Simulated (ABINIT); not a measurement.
**A GW chain in ABINIT: Diamond (Fd-3m, 2 atoms a cell)**

How does a plane-wave GW calculation on Diamond (Fd-3m, 2 atoms a cell) run from the first input to the gap?

Calculated with ABINIT 10.8.3; PBE and many-body steps on it, plane waves.

**What was measured.**

- Gap 5.5 eV: band gap, experimental literature value; bulk crystal (quoted in “Fermi level pinning by defects can explain the large reported carbon 1s binding energy variations in diamond”, 2019, arxiv:1902.02958).

- Gap 5.47 eV: experimental band gap used as input; bulk crystal (quoted in “Enhanced Electron Emission Performance and Air‐Surface Stability in ScO‐Terminated Diamond for Thermionic Energy Converters”, 2024, pmc:11600692).

### 1. The starting structure

Symmetry: Fd-3m, No. 227, cubic system. The conventional cell has a = 3.567 Å, b = 3.567 Å, c = 3.567 Å, α = 90.00°, β = 90.00°, γ = 90.00°. C has 4 C at 1.54 Å nearest.

As a file:

```cif
data_structure
_symmetry_space_group_name_H-M 'Fd-3m:1'
_symmetry_Int_Tables_number 227
_cell_length_a 3.5667
_cell_length_b 3.5667
_cell_length_c 3.5667
_cell_angle_alpha 90.000
_cell_angle_beta 90.000
_cell_angle_gamma 90.000
_cell_volume 45.37
loop_
_atom_site_label
_atom_site_type_symbol
_atom_site_symmetry_multiplicity
_atom_site_Wyckoff_symbol
_atom_site_fract_x
_atom_site_fract_y
_atom_site_fract_z
_atom_site_occupancy
C1 C 8 b 0.00000 0.00000 0.50000 1
```

The cell and positions come from the Crystallography Open Database and are kept as given unless a step says otherwise.

### 2. Ground state

This step: ABINIT 10.8.3; DFT, PBE, plane waves, norm-conserving pseudopotentials.

The ground-state density comes first.

Input file run.abi:

```
acell 3*1.0 Angstrom
rprim 
  -0.000000000000 1.783370000000 1.783370000000
  1.783370000000 -0.000000000000 1.783370000000
  1.783370000000 1.783370000000 0.000000000000
ntypat 1
znucl 6
natom 2
typat 1 1
xred 
  0.000000000000 0.000000000000 -0.000000000000
  0.250000000000 0.250000000000 0.250000000000
pp_dirpath "pseudos"
pseudos "C.upf"
ecut 37
ngkpt 10 10 10
nshiftk 1
shiftk 0 0 0
kptopt 1
chksymbreak 0
nband 9
occopt 1
tolvrs 1e-10
nstep 60
prtwf 0
optforces 0
optstress 0
indata_prefix "in"
outdata_prefix "out"
tmpdata_prefix "tmp"
```

The run is started by

```sh
$ OMP_NUM_THREADS=1 mpirun -n 4 abinit run.abi > log
```

Numbers of over 12 decimals in the logs are rounded to 6 here.

Output:

```text
.Version 10.8.3 of ABINIT. v10.8.2 released Aug 2026.

 Symmetries : space group Fd -3 m (#227); Bravais cF (face-center cubic)
================================================================================
 Values of the parameters that define the memory need of the present run
     intxc =       0    ionmov =       0      iscf =       7    lmnmax =       4
     lnmax =       4     mgfft =      30  mpssoang =       2    mqgrid =    3001
     natom =       2  nloc_mem =       1    nspden =       1   nspinor =       1
    nsppol =       1      nsym =      48    n1xccc =    2501    ntypat =       1
    occopt =       1   xclevel =       2
-    mband =           9        mffmem =           1         mkmem =          12
       mpw =         845          nfft =       27000          nkpt =          47
================================================================================
  Rough estimation (10% accuracy) of disk space for files :
================================================================================

--------------------------------------------------------------------------------
------------- Echo of variables that govern the present computation ------------
--------------------------------------------------------------------------------
 -outvars: echo values of preprocessed input variables --------
            acell      1.8897261259E+00  1.8897261259E+00  1.8897261259E+00 Bohr

      chksymbreak           0
             ecut      3.70000000E+01 Hartree
-          fftalg         312

              ixc     -101130
              kpt      0.00000000E+00  0.00000000E+00  0.00000000E+00
                       1.00000000E-01  0.00000000E+00  0.00000000E+00
                       2.00000000E-01  0.00000000E+00  0.00000000E+00
                       3.00000000E-01  0.00000000E+00  0.00000000E+00
                       4.00000000E-01  0.00000000E+00  0.00000000E+00
                       5.00000000E-01  0.00000000E+00  0.00000000E+00
                       1.00000000E-01  1.00000000E-01  0.00000000E+00
                       2.00000000E-01  1.00000000E-01  0.00000000E+00
                       3.00000000E-01  1.00000000E-01  0.00000000E+00
   [... 36 further rows ...]
                      -3.00000000E-01  4.00000000E-01  2.00000000E-01
                      -3.00000000E-01  5.00000000E-01  2.00000000E-01
         kptrlatt       10    0    0      0   10    0      0    0   10
          kptrlen      4.76601409E+01
P           mkmem          12
            natom           2
            nband           9
            ngfft          30      30      30
             nkpt          47
            nstep          60
             nsym          48
           ntypat           1
              occ      2.000000  2.000000  2.000000  2.000000  0.000000  0.000000
[...]
optforces           0
        optstress           0
            prtwf           0
            rprim     -0.0000000000E+00  1.7833700000E+00  1.7833700000E+00
[...]
spgroup         227

           tolvrs      1.00000000E-10

             xred      0.0000000000E+00  0.0000000000E+00  0.0000000000E+00
[...]
znucl        6.00000

================================================================================

 chkinp: Checking input parameters for consistency.

================================================================================
== DATASET  1 ==================================================================
-   mpi_nproc: 4, omp_nthreads: 1 (-1 if OMP is not activated)

--- !DatasetInfo
iteration_state: {dtset: 1, }
dimensions: {natom: 2, nkpt: 47, mband: 9, nsppol: 1, nspinor: 1, nspden: 1, mpw: 845, }
cutoff_energies: {ecut:  37.0, pawecutdg:  -1.0, }
electrons: {nelect:   8.00000000E+00, charge:   0.00000000E+00, occopt:   1.00000000E+00, tsmear:   1.00000000E-02, }

 Real(R)+Recip(G) space primitive vectors, cartesian coordinates (Bohr,Bohr^-1):
 R(1)=  0.0000000  3.3700809  3.3700809  G(1)= -0.1483644  0.1483644  0.1483644
 R(2)=  3.3700809  0.0000000  3.3700809  G(2)=  0.1483644 -0.1483644  0.1483644
 R(3)=  3.3700809  3.3700809  0.0000000  G(3)=  0.1483644  0.1483644 -0.1483644
 Unit cell volume ucvol=  7.6551017E+01 bohr^3
 Angles (23,13,12)=  6.00000000E+01  6.00000000E+01  6.00000000E+01 degrees

 getcut: wavevector=  0.0000  0.0000  0.0000  ngfft=  30  30  30
         ecut(hartree)=     37.000   => boxcut(ratio)=   2.30135

 getcut : COMMENT -
  Note that boxcut > 2.2 ; recall that boxcut=Gcut(box)/Gcut(sphere) = 2
  is sufficient for exact treatment of convolution.
  Such a large boxcut is a waste : you could raise ecut
  e.g. ecut=   48.989798 Hartrees makes boxcut=2

--- Pseudopotential description ------------------------------------------------
- C Generated using ONCVPSP code by D. R. Hamann
-  6.00000   4.00000  171031                  znucl, zion, pspdat
12 -101130 1 -1 1248                          pspcod,pspxc,lmax,lloc,mmax
     nproj     2     2
  pspatm : epsatm=    4.31346680
         --- l  ekb(1:nproj) -->
[...]
1   -4.199961   -0.877517
 pspatm: atomic psp has been read  and splines computed

   6.90154688E+01                                ecore*ucvol(ha*bohr**3)
--------------------------------------------------------------------------------

_setup2: Arith. and geom. avg. npw (full set) are     822.485     822.457

================================================================================

--- !BeginCycle
iteration_state: {dtset: 1, }
solver: {iscf: 7, nstep: 60, nline: 4, wfoptalg: 0, }
tolerances: {tolvrs: 1.00E-10, }

     iter   Etot(hartree)      deltaE(h)  residm     vres2
 ETOT  1  -12.022012644239    -1.202E+01 1.536E-01 4.594E+01
 ETOT  2  -12.037397158723    -1.538E-02 8.428E-03 1.506E-01
 ETOT  3  -12.037407731185    -1.057E-05 4.063E-03 4.423E-03
 ETOT  4  -12.037408007989    -2.768E-07 3.688E-03 5.608E-05
 ETOT  5  -12.037408010338    -2.349E-09 8.736E-04 9.324E-08
 ETOT  6  -12.037408010340    -2.011E-12 3.766E-04 3.376E-10
 ETOT  7  -12.037408010340     9.415E-14 1.630E-04 1.540E-12

 At SCF step    7       vres2   =  1.54E-12 < tolvrs=  1.00E-10 =>converged.

--- !ResultsGS
iteration_state: {dtset: 1, }
comment   : Summary of ground state results
lattice_vectors:
- [ -0.0000000,   3.3700809,   3.3700809, ]
- [  3.3700809,  -0.0000000,   3.3700809, ]
- [  3.3700809,   3.3700809,   0.0000000, ]
lattice_lengths: [   4.76601,    4.76601,    4.76601, ]
lattice_angles: [ 60.000,  60.000,  60.000, ] # degrees, (23, 13, 12)
lattice_volume:   7.6551017E+01
convergence: {deltae:  9.415E-14, res2:  1.540E-12, residm:  1.630E-04, diffor:  0.000E+00, }
etotal    :  -1.20374080E+01
entropy   :   0.00000000E+00
fermie    :   3.78251972E-01
cartesian_stress_tensor: null
pressure_GPa: null
xred      :
- [  0.0000E+00,   0.0000E+00,   0.0000E+00,  C]
- [  2.5000E-01,   2.5000E-01,   2.5000E-01,  C]
cartesian_forces: null
force_length_stats: {min: null, max: null, mean: null, }

 Integrated electronic density in atomic spheres:
 ------------------------------------------------
 Atom  Sphere_radius  Integrated_density
    1        2.00000          4.70847033
    2        2.00000          4.67055731
================================================================================

 ----iterations are completed or convergence reached----

 Mean square residual over all n,k,spin=   13.101E-07; max=  16.296E-05
 reduced coordinates (array xred) for    2 atoms
       0.000000000000      0.000000000000      0.000000000000
       0.250000000000      0.250000000000      0.250000000000
 rms dE/dt=  0.0000E+00; max dE/dt=  0.0000E+00; dE/dt below (all hartree)
    1       0.000000000000      0.000000000000      0.000000000000
    2       0.000000000000      0.000000000000      0.000000000000

 cartesian coordinates (angstrom) at end:
    1      0.000000     0.000000     0.000000
    2      0.891685     0.891685     0.891685
 length scales=  1.889726125908  1.889726125908  1.889726125908 bohr
              =  1.000000000000  1.000000000000  1.000000000000 angstroms
 prteigrs : about to open file out_EIG
 Fermi (or HOMO) energy (hartree) =   0.37825   Average Vxc (hartree)=  -0.49368
 Eigenvalues (hartree) for nkpt=  47  k points:
 kpt#   1, nband=  9, wtk=  0.00100, kpt=  0.0000  0.0000  0.0000 (reduced coord)
  -0.41145    0.37825    0.37825    0.37825    0.58499    0.58499    0.58499    0.86809
   1.08739
 prteigrs : prtvol=0 or 1, do not print more k-points.

--- !EnergyTerms
iteration_state     : {dtset: 1, }
comment             : Components of total free energy in Hartree
kinetic             :  8.47301406351088E+00
hartree             :  9.65946945363361E-01
xc                  : -4.34005573698495E+00
Ewald energy        : -1.27873442426994E+01
psp_core            :  9.01561743076947E-01
local_psp           : -4.68416309048939E+00
non_local_psp       : -5.66367692117671E-01
total_energy        : -1.20374080103402E+01
total_energy_eV     : -3.27554558769834E+02
band_energy         :  3.84676948223958E-01

== END DATASET(S) ==============================================================
================================================================================

 -outvars: echo values of variables after computation  --------
           etotal     -1.2037408010E+01
            nband           9
             nkpt          47
          spgroup         227
 [... the other variables as echoed above ...]

 Calculation completed.
```

Run time: 4 s. Hardware: 4 MPI ranks of Arm Neoverse V1, shared host; peak memory 0.24 GiB.

Numbers from this step:

```yaml
total_energy: -327.5546 eV
gap: 4.229 eV
k_of_the_valence_top: 0, 0, 0
k_of_the_conduction_bottom: 0.4, 0.4, 0
least_direct_gap: 5.626 eV
```

The gap is indirect, with the least direct gap 1.40 eV higher.

(Continued in part 2 of 3.)

[Paths, hosts, dates, memory and timing lines, banners, echoed tables and standing remarks are left out of the program output.]

[Logs are printed without paths, hosts, clocks, repeated set-up lines and the standing remarks that a program may print on its own settings, such as how far it seeks lower states.]

[Runs of the session that timed out or met a known fault of the program may be left out.]

[Hosts, paths, dates, database ids (printed as entryN), source tags and the programs' standing remarks are cut or masked in the printed files.]

[G0W0 gaps are taken among the corrected bands and points alone; a level outside them can change the order at an edge.]

[Where Ansatz stands beside ABINIT at settings called matched, ABINIT's density can come from a denser mesh and the files from another edition; pairs whose starting gaps differed by over 0.03 eV were left out, so agreement reads better than it is.]
